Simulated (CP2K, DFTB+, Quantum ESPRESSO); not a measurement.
**(11,0) carbon nanotube bundle (132 atoms): other programs against plane waves**

One geometry of (11,0) carbon nanotube bundle (132 atoms) is solved by several programs and methods. How far do their forces lie from a plane-wave PBE run?

Results are calculated, not measured.

### 1. The structure

The cell holds 132 atoms (132 C), with edges of 11.91, 11.91 and 12.55 Å. Recipe: graphene sheet (a = 2.46 Å) rolled into a (11,0) tube of diameter 8.61 Å, 3 periods, hexagonal bundle with 3.3 Å between walls; minimised with a classical potential (one cell length free). Then every atom was moved at random, 0.03 Å r.m.s. a Cartesian component. The density is 1.71 g/cm³.

### 2. The reference input

Quantum ESPRESSO 7.5: Kohn-Sham DFT, PBE, SSSP efficiency 1.3.0 pseudopotentials, plane waves. Its input, pw.in:

```
&control
  calculation = 'scf'
  pseudo_dir = './pseudo'
  outdir = './tmp'
  disk_io = 'none'
  tprnfor = .true.
  tstress = .true.
/
&system
  ibrav = 0
  nat = 132
  ntyp = 1
  ecutwfc = 45
  ecutrho = 360
  nosym = .true.
  occupations = 'smearing'
  smearing = 'fd'
  degauss = 0.003675
/
&electrons
  conv_thr = 6.6e-07
  electron_maxstep = 100
  mixing_beta = 0.2
  mixing_mode = 'local-TF'
  diagonalization = 'david'
/
ATOMIC_SPECIES
C 12.011 C.upf
CELL_PARAMETERS angstrom
11.91347 0.00000 0.00000
-5.95673 10.31736 0.00000
0.00000 0.00000 12.54944
ATOMIC_POSITIONS crystal
C 0.35658 0.99911 0.11831
C 0.40160 0.11799 0.06527
C 0.41422 0.22550 0.12571
C 0.39534 0.31517 0.06846
[... 126 atom lines left out ...]
C 0.28797 0.87975 0.95214
C 0.36201 0.00232 0.89903
K_POINTS gamma
```

```console
$ OMP_NUM_THREADS=1 mpirun -np 4 pw.x -in pw.in > output.txt
```

It took 4.3 min on 4 MPI ranks of Arm Neoverse V1, shared host; peak memory 5 GiB.

It converged with an r.m.s. force component of 2.2 eV/Å and a pressure of 13 GPa.

Its highest filled and lowest empty levels lie 0.79 eV apart on its k-points.

### 3. The other programs

- CP2K 2026.2: Gaussian basis with GTH pseudopotentials and a plane-wave density; labels give functional, basis (MOLOPT sets; SR short-range, UZH the newer set with its own potentials), grid cutoff/relative cutoff and solver (OT: orbital transformation; TRS4, TC2, SIGN: linear-scaling purification with its sparsity filter), or its built-in tight binding.
- DFTB+ 25.1: tight binding, with Slater–Koster sets (DFTB) or xTB through its tblite library.

All use the same cell and atoms, and the electronic-structure runs the same k-mesh.

### 4. Side by side

Differences are against the reference: forces as r.m.s. over components, share as that over the reference's r.m.s. force, slope as the fitted ratio of a run's forces to the reference's.

```tsv
run	Δ force, r.m.s. (meV/Å)	share (%)	slope	Δ pressure (GPa)	Δ gap (eV)	cores	CPU time	memory (GiB)
reference	-	-	-	-	-	4	17 min	5.0
CP2K PBE+D3, DZVP-MOLOPT-SR, 450/50 Ry, diagonalisation	50.0	2.30	1.017	0.352	0.0035	4	19 min	4.3
CP2K PBE, DZVP-MOLOPT-SR, 450/50 Ry, diagonalisation	34.0	1.56	1.013	0.524	0.0035	4	19 min	4.2
DFTB+ DFTB 3ob-3-1	517	23.8	1.228	5.07	-0.0767	1	1.7 s	0.13
DFTB+ DFTB mio-1-1	759	34.9	1.335	6.16	-0.078	1	1.6 s	0.13
DFTB+ GFN1-xTB	108	4.99	0.983	-1.74	-0.13	1	4.1 s	0.13
```

CPU time is summed over cores on shared hosts, of unlike kinds, so it is rough.

### 5. Findings

Forces lie from 1.6 % (CP2K PBE, DZVP-MOLOPT-SR, 450/50 Ry, diagonalisation) to 35 % (DFTB+ DFTB mio-1-1) of the reference's r.m.s. force of 2.2 eV/Å away from it. The PBE run in local orbitals differs by 1.6 % (CP2K PBE, DZVP-MOLOPT-SR, 450/50 Ry, diagonalisation); basis, grid and potentials can all enter. Tight binding differs by 5.0 % (DFTB+ GFN1-xTB) to 35 % (DFTB+ DFTB mio-1-1); it is another model, with fitted parameters of its own, and the xTB methods hold dispersion. Rows with another functional or a dispersion term differ by 2.3 % (CP2K PBE+D3, DZVP-MOLOPT-SR, 450/50 Ry, diagonalisation), which mixes the change of model with differences of basis and potentials.

Pressures at PBE, coarse settings apart, lie +0.52 GPa from the reference's. Gaps at PBE, coarse settings apart, lie +0.00 eV from the reference's, on k-points that hold the band edges only if these fold onto them.

**Limits.** Periodic xTB results under one method name differ between programs and library versions (DFTB+ here holds tblite 0.3). The reference's pressure holds the uncorrected Pulay stress of its 45 Ry basis, so small pressure differences may be the reference's own error. The reference's stress is far from hydrostatic: its diagonal is 9.5, 8.4, 21.3 GPa, compression counted positive. The electronic-structure runs sample only Γ, in a cell whose shortest periodic width is 10 Å. The reference's pressure of 13 GPa reflects the volume that the recipe set, positions that aren't this level's minimum and the coarse k-sampling. The reference's PBE has no dispersion term. Where levels are smeared, the DFT runs use Fermi–Dirac occupations at 580 K (0.05 eV), and energies are free energies. The atoms were displaced at random, and shares hang on the size of the forces that this gives. The reference's cutoffs and mesh weren't converged further here.

[Logs are printed without paths, hosts, clocks, repeated set-up lines and the standing remarks that a program may print on its own settings, such as how far it seeks lower states.]

[Hosts, paths, dates, database ids (printed as entryN), source tags and the programs' standing remarks are cut or masked in the printed files.]

[Cells were taken only where this reference lay near another plane-wave run.]
